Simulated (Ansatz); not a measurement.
**K on Rh(111): change of the work function**

Wanted: Δφ(θ) for K/Rh(111), starting from the top site.

Calculated with Ansatz 0.2.0; plane-wave DFT, RPBE, Ansatz PAW.

### 1. Starting point

The cell holds 4 atoms: 4 Rh. Cell: a = 2.687 Å, b = 2.687 Å, c = 24.582 Å, α = 90.0°, β = 90.0°, γ = 60.0°. Vacuum lies along c.

### 2. The clean slab

The bare slab comes first, as the zero from which every change is counted. The two lowest layers are held at bulk places and the upper ones relax. The dipole correction removes the false field that a one-sided slab makes across the periodic vacuum, so each face gets a flat vacuum level of its own.

Input file input.yaml:

```yaml
crystal:
  lattice:
    - [2.6870057685, 0.0, 0.0]
    - [1.3435028843, 2.3270152556, 0.0]
    - [0.0, 0.0, 24.5817930688]
  atoms:
    - { symbol: Rh, position: [0.0, 0.0, 0.3661246344] }
    - { symbol: Rh, position: [0.3333333333, 0.3333333333, 0.4553748781] }
    - { symbol: Rh, position: [0.6666666667, 0.6666666667, 0.5446251219] }
    - { symbol: Rh, position: [0.0, 0.0, 0.6338753656] }
kpoints:
  mp_grid: { grid: [13, 13, 1] }
hamiltonian:
  xc: rpbe
scf:
  occupations: { method: fermi_dirac, width: 0.1 }
  convergence: { dr2_threshold: 1.0e-08 }
efield:
  axis: 3
  dipole_correction: true
  ramp_position: 0.97
  ramp_width: 0.06
relax:
  f_tol: 0.02
  max_steps: 60
  constraints: [{ sites: [0, 1] }]
output:
  write_potential: true
  write_density: true
  volumetric_format: npy
```

Command:

```console
> ansatz run input.yaml --threads 4 --pin off --max-ram 12288MiB --backend cpu --events-out ev --progress --plain --runs-dir out
```

Numbers of over 12 decimals in the logs are rounded to 6 here.

Log:

```text
Engine: ansatz 0.2.0, aarch64-unknown-linux-gnu
Pseudopotentials: kind: paw
Pseudopotential: Rh, paw, valence charge 17, recommended cutoff 420 eV (normal), Rh.paw.azcp
Functional definition: RPBE
  parameter kappa = 0.804
  parameter beta = 0.066725
  exchange = rpbe_x(kappa = kappa, mu = beta*pi^2/3)
  correlation = pbe_c(beta = beta)
Crystal: 4 atoms, lattice volume = 153.703 Å³
Basis set: ecut = 420 eV, 3065 PW (Γ), exchange–correlation on 36×36×360 points (8 copies of the dense FFT grid, shifted against one another)
Bands: 41, of which v1, the nominal top of the filled ones, is band 34 counted from 1 (33 counted from 0)
Symmetry: 6 space group operations
k-points: 21 of 169 (time reversal used)
Non-local potential: Rh, projectors of the file, l = 0: 3, l = 1: 2, l = 2: 2, l = 3: 1
PAW form: soft (Blöchl's): semilocal exchange-correlation on the pseudo side does not see the compensation charge
PAW frozen core: Rh, regenerated for the run's functional, and the local potential with it (the file was generated under x = pbe(κ = 0.804, μ = 0.219515), c = pbe(β = 0.066725))
PAW one-centre angular grid: Rh, 590 points (default); XC on 64 Gauss nodes
Initial density: superposition of atomic densities (neutral atoms: chi_scale 0, normalization atom), corrected by the library's trained network
Initial wavefunctions: pseudopotential atomic-orbital guess
Functional: x = rpbe, c = pbe(β = 0.066725)
SCF iter   1: F=—  HF=-25640.143641 eV  |F-HF|=—  |Δ(HF+E_count)|=         —  Δρ=5.29e-3  dr2=6.01e-2  ethr=1.77e-3  p=-0.000 e·Å  D=-1.92e-14 V/Å  ΔV_dip=0.00 eV  dr2_dipole=3.31e-8  V_vac-E_F(+/−)=4.94/4.94 eV  ⟨swp⟩=8.4  Hψ=4065  notcnv=0  defer=3
efield: sawtooth ramp at fractional position 0.9700 (set: `efield.ramp_position`, or a place that a band, a saddle search or an elastic batch's reference lends), width 0.0600; the density the first Hamiltonian is built on has a dipole p = -0.000 e·Å; the dipole correction subtracts the counter field D = -1.92e-14 V/Å, which shifts the + side's vacuum level by +0.00 eV against the − side's; the planar-averaged density in the ramp window peaks in size at 3.7e-6 e/Å³
preconditioner: auto → LDOS  [metal: Δε(μ)=0.002 eV  Ē_g=5.607 eV  σ=0.100 eV  W_gap=0.00  n_scr=18 (ndim 8)  ℏωp=18.0 eV  f_vac=0.588  D(μ)=6.96/eV (n_scr^D=64)  β→1.0]
SCF iter   2: F=—  HF=-25640.142208 eV  |F-HF|=—  |Δ(HF+E_count)|=   1.43e-3  Δρ=3.86e-3  dr2=1.62e-2  ethr=8.84e-5  p=-0.000 e·Å  D=-3.20e-5 V/Å  ΔV_dip=0.00 eV  dr2_dipole=3.70e-8  V_vac-E_F(+/−)=5.01/5.01 eV  ⟨swp⟩=2.9  Hψ=2080  notcnv=0  defer=4
SCF iter   3: F=—  HF=-25640.138779 eV  |F-HF|=—  |Δ(HF+E_count)|=   3.43e-3  Δρ=9.31e-4  dr2=2.41e-3  ethr=2.39e-5  p=-0.000 e·Å  D=-1.11e-5 V/Å  ΔV_dip=0.00 eV  dr2_dipole=1.27e-8  V_vac-E_F(+/−)=5.03/5.02 eV  ⟨swp⟩=2.3  Hψ=1574  notcnv=0  defer=4
SCF iter   4: F=—  HF=-25640.138637 eV  |F-HF|=—  |Δ(HF+E_count)|=   1.42e-4  Δρ=3.40e-4  dr2=4.82e-4  ethr=3.54e-6  p=-0.000 e·Å  D=-6.39e-6 V/Å  ΔV_dip=0.00 eV  dr2_dipole=6.06e-10  V_vac-E_F(+/−)=5.03/5.03 eV  ⟨swp⟩=2.0  Hψ=1246  notcnv=0  defer=4
SCF iter   5: F=—  HF=-25640.138591 eV  |F-HF|=—  |Δ(HF+E_count)|=   4.55e-5  Δρ=1.15e-4  dr2=2.38e-5  ethr=7.09e-7  p=-0.000 e·Å  D=-4.71e-6 V/Å  ΔV_dip=0.00 eV  dr2_dipole=1.88e-10  V_vac-E_F(+/−)=5.02/5.02 eV  ⟨swp⟩=2.1  Hψ=1244  notcnv=0  defer=4
SCF iter   6: F=—  HF=-25640.138579 eV  |F-HF|=—  |Δ(HF+E_count)|=   1.19e-5  Δρ=3.31e-5  dr2=2.62e-6  ethr=3.50e-8  p=-0.000 e·Å  D=-2.31e-6 V/Å  ΔV_dip=0.00 eV  dr2_dipole=2.48e-11  V_vac-E_F(+/−)=5.02/5.02 eV  ⟨swp⟩=2.4  Hψ=1350  notcnv=0  defer=4
SCF iter   7: F=—  HF=-25640.138581 eV  |F-HF|=—  |Δ(HF+E_count)|=   1.74e-6  Δρ=1.04e-5  dr2=5.83e-7  ethr=3.85e-9  p=-0.000 e·Å  D=-9.85e-7 V/Å  ΔV_dip=0.00 eV  dr2_dipole=1.57e-11  V_vac-E_F(+/−)=5.01/5.01 eV  ⟨swp⟩=3.2  Hψ=1802  notcnv=0  defer=4
SCF iter   8: F=—  HF=-25640.138581 eV  |F-HF|=—  |Δ(HF+E_count)|=   2.30e-7  Δρ=3.29e-6  dr2=6.80e-8  ethr=8.58e-10  p=-0.000 e·Å  D=-3.24e-7 V/Å  ΔV_dip=0.00 eV  dr2_dipole=1.42e-12  V_vac-E_F(+/−)=5.01/5.01 eV  ⟨swp⟩=2.3  Hψ=1161  notcnv=0  defer=4
SCF iter   9: F=-25640.138581 eV  HF=-25640.138581 eV  |F-HF|=8.62e-9  |Δ(HF+E_count)|=   2.28e-8  Δρ=1.52e-6  dr2=3.34e-9  ethr=1.47e-11  p=-0.000 e·Å  D=-1.35e-7 V/Å  ΔV_dip=0.00 eV  dr2_dipole=9.10e-13  V_vac-E_F(+/−)=5.01/5.01 eV  ⟨swp⟩=10.4  Hψ=6411  notcnv=0
SCF 1 converged in 9 iterations: F = -25640.138581 eV  dr2 = 3.34e-9
  greatest PAW one-centre occupation: 1.000 electrons in one spin orbital (limit 2), on the Rh atom at site 2 (counted from 0), in its partial waves of l = 0
relax step   1: F+E_penalty+E_count = -25640.13858116 eV  Δ(F+E_penalty+E_count) = +0.000e0 eV  max|allowed force component| = 1.509e-1 eV/Å  Δτ_max = 0.0000 Å  (9 SCF iters, accepted)
Initial density: handed on by an earlier stage of this run
Initial wavefunctions: those handed on with the density
iter 1 solved again at ethr=3.74e-4 eV; its pass at ethr=3.10e-3 eV (dr2=2.55e-1 eV) is discarded
SCF iter   1: F=—  HF=-25640.146189 eV  |F-HF|=—  |Δ(HF+E_count)|=         —  Δρ=6.41e-3  dr2=2.76e-1  ethr=3.74e-4  p=0.000 e·Å  D=4.29e-8 V/Å  ΔV_dip=-0.00 eV  dr2_dipole=9.73e-2  V_vac-E_F(+/−)=5.02/5.02 eV  ⟨swp⟩=1.0  Hψ=2767  notcnv=0  defer=4
efield: sawtooth ramp at fractional position 0.9700 (set: `efield.ramp_position`, or a place that a band, a saddle search or an elastic batch's reference lends), width 0.0600; the density the first Hamiltonian is built on has a dipole p = 0.000 e·Å; the dipole correction subtracts the counter field D = 4.29e-8 V/Å, which shifts the + side's vacuum level by -0.00 eV against the − side's; the planar-averaged density in the ramp window peaks in size at 2.9e-6 e/Å³
preconditioner: auto → LDOS  [metal: Δε(μ)=0.012 eV  Ē_g=5.533 eV  σ=0.100 eV  W_gap=0.03  n_scr=18 (ndim 8)  ℏωp=18.0 eV  f_vac=0.586  D(μ)=7.11/eV (n_scr^D=76)  β→1.0]
SCF iter   2: F=—  HF=-25640.143454 eV  |F-HF|=—  |Δ(HF+E_count)|=   2.73e-3  Δρ=2.61e-3  dr2=1.54e-2  ethr=3.74e-4  p=0.000 e·Å  D=2.33e-4 V/Å  ΔV_dip=-0.01 eV  dr2_dipole=3.24e-3  V_vac-E_F(+/−)=5.01/5.01 eV  ⟨swp⟩=1.4  Hψ=877  notcnv=0  defer=4
SCF iter   3: F=—  HF=-25640.141571 eV  |F-HF|=—  |Δ(HF+E_count)|=   1.88e-3  Δρ=1.56e-3  dr2=7.85e-3  ethr=2.27e-5  p=-0.001 e·Å  D=-1.37e-3 V/Å  ΔV_dip=0.03 eV  dr2_dipole=2.12e-3  V_vac-E_F(+/−)=5.05/5.01 eV  ⟨swp⟩=3.0  Hψ=1937  notcnv=0  defer=4
SCF iter   4: F=—  HF=-25640.140749 eV  |F-HF|=—  |Δ(HF+E_count)|=   8.22e-4  Δρ=2.05e-4  dr2=2.89e-4  ethr=1.15e-5  p=-0.000 e·Å  D=-5.71e-4 V/Å  ΔV_dip=0.01 eV  dr2_dipole=2.27e-5  V_vac-E_F(+/−)=5.03/5.01 eV  ⟨swp⟩=2.4  Hψ=1299  notcnv=0  defer=4
SCF iter   5: F=—  HF=-25640.140753 eV  |F-HF|=—  |Δ(HF+E_count)|=   4.37e-6  Δρ=1.03e-4  dr2=4.71e-5  ethr=4.25e-7  p=-0.000 e·Å  D=-5.35e-4 V/Å  ΔV_dip=0.01 eV  dr2_dipole=2.53e-6  V_vac-E_F(+/−)=5.03/5.01 eV  ⟨swp⟩=2.0  Hψ=1221  notcnv=0  defer=4
SCF iter   6: F=—  HF=-25640.140740 eV  |F-HF|=—  |Δ(HF+E_count)|=   1.33e-5  Δρ=3.47e-5  dr2=3.62e-6  ethr=6.92e-8  p=-0.000 e·Å  D=-5.49e-4 V/Å  ΔV_dip=0.01 eV  dr2_dipole=2.53e-8  V_vac-E_F(+/−)=5.03/5.01 eV  ⟨swp⟩=2.1  Hψ=1208  notcnv=0  defer=4
SCF iter   7: F=—  HF=-25640.140737 eV  |F-HF|=—  |Δ(HF+E_count)|=   3.54e-6  Δρ=1.27e-5  dr2=4.92e-7  ethr=5.33e-9  p=-0.000 e·Å  D=-5.41e-4 V/Å  ΔV_dip=0.01 eV  dr2_dipole=3.57e-9  V_vac-E_F(+/−)=5.03/5.01 eV  ⟨swp⟩=2.0  Hψ=1264  notcnv=0  defer=4
SCF iter   8: F=—  HF=-25640.140737 eV  |F-HF|=—  |Δ(HF+E_count)|=   3.71e-7  Δρ=4.67e-6  dr2=8.00e-8  ethr=7.24e-10  p=-0.000 e·Å  D=-5.42e-4 V/Å  ΔV_dip=0.01 eV  dr2_dipole=4.74e-9  V_vac-E_F(+/−)=5.03/5.01 eV  ⟨swp⟩=2.1  Hψ=1209  notcnv=0  defer=4
SCF iter   9: F=-25640.140737 eV  HF=-25640.140737 eV  |F-HF|=4.23e-9  |Δ(HF+E_count)|=   1.28e-7  Δρ=1.25e-6  dr2=7.49e-9  ethr=1.47e-11  p=-0.000 e·Å  D=-5.47e-4 V/Å  ΔV_dip=0.01 eV  dr2_dipole=7.41e-10  V_vac-E_F(+/−)=5.03/5.01 eV  ⟨swp⟩=8.9  Hψ=6623  notcnv=0
SCF 2 converged in 9 iterations: F = -25640.140737 eV  dr2 = 7.49e-9
  greatest PAW one-centre occupation: 1.000 electrons in one spin orbital (limit 2), on the Rh atom at site 1 (counted from 0), in its partial waves of l = 0
relax step   2: F+E_penalty+E_count = -25640.14073703 eV  Δ(F+E_penalty+E_count) = -2.156e-3 eV  max|allowed force component| = 8.592e-2 eV/Å  Δτ_max = 0.0595 Å  (9 SCF iters, accepted)
SCF iter   1: F=—  HF=-25640.142133 eV  |F-HF|=—  |Δ(HF+E_count)|=         —  Δρ=2.28e-3  dr2=4.07e-2  ethr=4.83e-4  p=-0.000 e·Å  D=-5.47e-4 V/Å  ΔV_dip=0.01 eV  dr2_dipole=1.46e-2  V_vac-E_F(+/−)=5.02/5.01 eV  ⟨swp⟩=3.1  Hψ=1440  notcnv=0  defer=4
efield: sawtooth ramp at fractional position 0.9700 (set: `efield.ramp_position`, or a place that a band, a saddle search or an elastic batch's reference lends), width 0.0600; the density the first Hamiltonian is built on has a dipole p = -0.000 e·Å; the dipole correction subtracts the counter field D = -5.47e-4 V/Å, which shifts the + side's vacuum level by +0.01 eV against the − side's; the planar-averaged density in the ramp window peaks in size at 6.7e-7 e/Å³
preconditioner: auto → LDOS  [metal: Δε(μ)=0.022 eV  Ē_g=5.550 eV  σ=0.100 eV  W_gap=0.05  n_scr=18 (ndim 8)  ℏωp=18.0 eV  f_vac=0.587  D(μ)=7.16/eV (n_scr^D=76)  β→1.0]
SCF iter   2: F=—  HF=-25640.141820 eV  |F-HF|=—  |Δ(HF+E_count)|=   3.13e-4  Δρ=8.35e-4  dr2=1.26e-3  ethr=5.98e-5  p=-0.000 e·Å  D=-5.00e-4 V/Å  ΔV_dip=0.01 eV  dr2_dipole=1.82e-4  V_vac-E_F(+/−)=5.03/5.01 eV  ⟨swp⟩=1.0  Hψ=1030  notcnv=0  defer=4
SCF iter   3: F=—  HF=-25640.141631 eV  |F-HF|=—  |Δ(HF+E_count)|=   1.90e-4  Δρ=4.73e-4  dr2=5.56e-4  ethr=1.86e-6  p=-0.000 e·Å  D=-6.90e-5 V/Å  ΔV_dip=0.00 eV  dr2_dipole=1.20e-4  V_vac-E_F(+/−)=5.01/5.01 eV  ⟨swp⟩=3.5  Hψ=2041  notcnv=0  defer=4
SCF iter   4: F=—  HF=-25640.141558 eV  |F-HF|=—  |Δ(HF+E_count)|=   7.25e-5  Δρ=7.35e-5  dr2=3.21e-5  ethr=8.17e-7  p=-0.000 e·Å  D=-3.26e-4 V/Å  ΔV_dip=0.01 eV  dr2_dipole=1.48e-6  V_vac-E_F(+/−)=5.02/5.01 eV  ⟨swp⟩=2.0  Hψ=1235  notcnv=0  defer=4
SCF iter   5: F=—  HF=-25640.141542 eV  |F-HF|=—  |Δ(HF+E_count)|=   1.57e-5  Δρ=3.56e-5  dr2=5.17e-6  ethr=4.72e-8  p=-0.000 e·Å  D=-3.37e-4 V/Å  ΔV_dip=0.01 eV  dr2_dipole=2.64e-7  V_vac-E_F(+/−)=5.02/5.01 eV  ⟨swp⟩=2.0  Hψ=1247  notcnv=0  defer=4
SCF iter   6: F=—  HF=-25640.141540 eV  |F-HF|=—  |Δ(HF+E_count)|=   2.39e-6  Δρ=1.27e-5  dr2=4.74e-7  ethr=7.60e-9  p=-0.000 e·Å  D=-3.37e-4 V/Å  ΔV_dip=0.01 eV  dr2_dipole=1.59e-8  V_vac-E_F(+/−)=5.02/5.01 eV  ⟨swp⟩=2.0  Hψ=1168  notcnv=0  defer=4
SCF iter   7: F=—  HF=-25640.141540 eV  |F-HF|=—  |Δ(HF+E_count)|=   1.57e-7  Δρ=4.22e-6  dr2=4.79e-8  ethr=6.97e-10  p=-0.000 e·Å  D=-3.41e-4 V/Å  ΔV_dip=0.01 eV  dr2_dipole=4.60e-10  V_vac-E_F(+/−)=5.02/5.01 eV  ⟨swp⟩=2.1  Hψ=1207  notcnv=0  defer=4
SCF iter   8: F=-25640.141540 eV  HF=-25640.141540 eV  |F-HF|=2.27e-8  |Δ(HF+E_count)|=   7.39e-8  Δρ=1.70e-6  dr2=9.16e-9  ethr=1.47e-11  p=-0.000 e·Å  D=-3.41e-4 V/Å  ΔV_dip=0.01 eV  dr2_dipole=5.83e-11  V_vac-E_F(+/−)=5.02/5.01 eV  ⟨swp⟩=10.3  Hψ=6477  notcnv=0
SCF 3 converged in 8 iterations: F = -25640.141540 eV  dr2 = 9.16e-9
relax step   3: F+E_penalty+E_count = -25640.14154032 eV  Δ(F+E_penalty+E_count) = -8.033e-4 eV  max|allowed force component| = 2.423e-3 eV/Å  Δτ_max = 0.0209 Å  (8 SCF iters, accepted)
NSCF: frozen V_eff on 21 k-points
the band table was solved once a step of the walk had ended and its energy, with any forces and stress, was formed, with the checks that follow a solve (4280 applications of the Hamiltonian). They found nothing against the state; the energy, forces and stress were not computed again (output.eigenvalues in the input reference)
WARN: The input density's exchange-correlation potential varies sharply where the density is thin. Do not read a vacuum level from v_tot or v_xc, or from such a field of the output density. On a cell that repeats whose density bears no net charge and no dipole along the vacuum's axis use v_es (v_loc + v_h of the components); under efield.dipole_correction with no amplitude use v_es + v_field, which holds any external [...]
SCF converged after 8 iterations
Free energy (F): -25640.141540 eV
Harris-Foulkes:  -25640.141540 eV  (|F-HF|=2.27e-8)
Internal energy: -25639.908126 eV  (E = F + TS)
E sigma→0 (E₀):  -25640.024833 eV
Entropy (-TS):   -0.233415 eV (-58.354 meV/atom)
Fermi energy:    4.826875 eV
Dipole field:    D = -0.000329 V/Å  (p = -0.000280 e·Å, saw-weighted, corrected)
Work function:   Φ+ = 5.0210 eV   Φ− = 5.0129 eV
Levels:          The Fermi level and band energies are counted from a zero that moves with the ramp; work functions are not
--- Per-component energies (eV) ---
  E_band       = -1515.909755
  E_kinetic    = 2289.869528
  E_local      = -121616.735169  (includes V_loc(G=0)·N_el)
  E_nonlocal   = 1417.894250
  E_hartree    = 59293.299284
  E_xc         = -885.786740
  E_vxc        = -1110.136941  (∫ρ·V_xc dr)
  E_paw        = -14377.983083  (= ΣΔE_a)
  E_vpaw       = -1083.414194  (= ΣTr[D̂ρ^β])
  E_aug_tail   = 0.003528  (compensation charges beyond the density's cutoff)
  E_efield     = 0.000000  (sawtooth field / dipole correction)
  E_vefield    = 0.000330  (∫n·V_field dr)
  E_ewald      = 48239.946720
  E_core_change = -0.416443  (= ΣΔE_core)
  E_smearing   = -0.233415  (= −TS)
  E_closure    = -0.000000  (closes the sum)
  Σ components = -25640.141540   (vs F -25640.141540, Δ=0.00e0)
--- Forces (eV/Å), atoms counted from 1 ---
  atom   1  Rh    -0.00000000     0.00000000    -0.13115761
  atom   2  Rh     0.00000000    -0.00000000     0.12856178
  atom   3  Rh    -0.00000000     0.00000000     0.00242306
  atom   4  Rh     0.00000000     0.00000000     0.00015550
  max |Σ_I F_I| component: 1.73e-5 eV/Å
--- Band table (eV; the first three rows and the last of 21) ---
  k-point 0: bands = [... 30 lower, 2.8906, 3.8483, 3.8483, 4.1490, 4.1490, 4.8522, 4.8522, 4.9797, ... 3 higher]
  k-point 1: bands = [... 30 lower, 2.7250, 3.7408, 3.7451, 4.0532, 4.1681, 4.3172, 4.6616, 4.8494, ... 3 higher]
  k-point 2: bands = [... 30 lower, 3.0505, 3.3222, 3.5376, 3.6463, 3.9556, 4.1649, 4.8383, 5.1173, ... 3 higher]
  k-point 20: bands = [... 30 lower, 3.7767, 3.8311, 4.5895, 4.9700, 5.0770, 5.2394, 10.7022, 11.5119, ... 3 higher]
--- Relaxed structure (3 steps of the walk, 3 accepted, 0 SCFs on fresh bases) ---
  F+E_penalty+E_count = -25640.14154032 eV   max|allowed force component| = 2.423e-3 eV/Å
  atoms:
    - { symbol: Rh, position: [0.0, 0.0, 0.3661246344] }
    - { symbol: Rh, position: [0.333333, 0.333333, 0.455375] }
    - { symbol: Rh, position: [0.666667, 0.666667, 0.545457] }
    - { symbol: Rh, position: [0, 0, 0.635445] }
```

The job ended after 11 s (4 threads of Arm Neoverse V1, shared host; peak memory 0.47 GiB; 42 s of CPU time).

Step by step:

| step | energy less that of the first step (eV) | largest force component (eV/Å) |
| --- | --- | --- |
| 1 | 0.0000 | 0.1509 |
| 2 | -0.0022 | 0.0859 |
| 3 | -0.0030 | 0.0024 |

The run keeps the 6 symmetry operations that it works with, so distortions that break them were not tested.

The atoms that moved most (Å):

| atom | dx | dy | dz | length |
| --- | --- | --- | --- | --- |
| Rh4 | 0.000 | 0.000 | 0.039 | 0.039 |
| Rh3 | 0.000 | 0.000 | 0.020 | 0.020 |

Final coordinates:

```xyz
4
Lattice="2.6870 0.0000 0.0000 1.3435 2.3270 0.0000 0.0000 0.0000 24.5818" Properties=species:S:1:pos:R:3
Rh    0.0000    0.0000    9.0000
Rh    1.3435    0.7757   11.1939
Rh    2.6870    1.5513   13.4083
Rh    0.0000    0.0000   15.6204
```

This step gave:

- energy at zero smearing: -25640.0248 eV
- work function, upper face: 5.021 eV
- dipole along the normal: -2.80e-4 e·Å

Running mean over 2.194 Å of the planar mean; the ramp of the sawtooth is left out. Table of electron's electrostatic potential energy less the Fermi level by z:

z (Å), electron's electrostatic potential energy less the Fermi level (eV) and a bar from the least value:
```
      3.5        5.0 ##############################
      4.0        5.0 ##############################
      4.5        5.0 ##############################
      5.0        5.0 ##############################
      5.5        5.0 ##############################
      6.0        4.9 ##############################
      6.5        4.7 ##############################
      7.0        4.0 ############################
      7.5        0.9 #######################
      8.0       -5.7 ############
      8.5      -11.1 ####
      9.0      -12.7 #
      9.5      -13.0 
     10.0      -13.1 
     10.5      -13.2 
     11.0      -13.3 
     11.5      -13.2 
     12.0      -13.1 
     12.5      -13.0 
     13.0      -13.2 
     13.5      -13.2 
     14.0      -13.0 
     14.5      -12.9 #
     15.0      -12.9 #
     15.5      -12.8 #
     16.0      -11.8 ##
     16.5       -7.3 ##########
     17.0       -0.5 #####################
     17.5        3.6 ############################
     18.0        4.7 #############################
     18.5        4.9 ##############################
     19.0        5.0 ##############################
     19.5        5.0 ##############################
     20.0        5.0 ##############################
     20.5        5.0 ##############################
     21.0        5.0 ##############################
     21.5        5.0 ##############################
```

The relaxation took 3 steps and lowered the energy by 0.0030 eV; the largest force on the free atoms ends at 0.0024 eV/Å.

The work function of the upper face is 5.02 eV.

(Continued in part 2 of 5.)

[Logs are printed without paths, hosts, clocks, repeated set-up lines and the standing remarks that a program may print on its own settings, such as how far it seeks lower states.]

[Hosts, paths, dates, database ids (printed as entryN), source tags and the programs' standing remarks are cut or masked in the printed files.]

[Maps of the electrostatic potential energy from Ansatz leave out the sawtooth potential of an applied field or a dipole correction, so their vacuum need not be flat; planar profiles and work functions include it.]
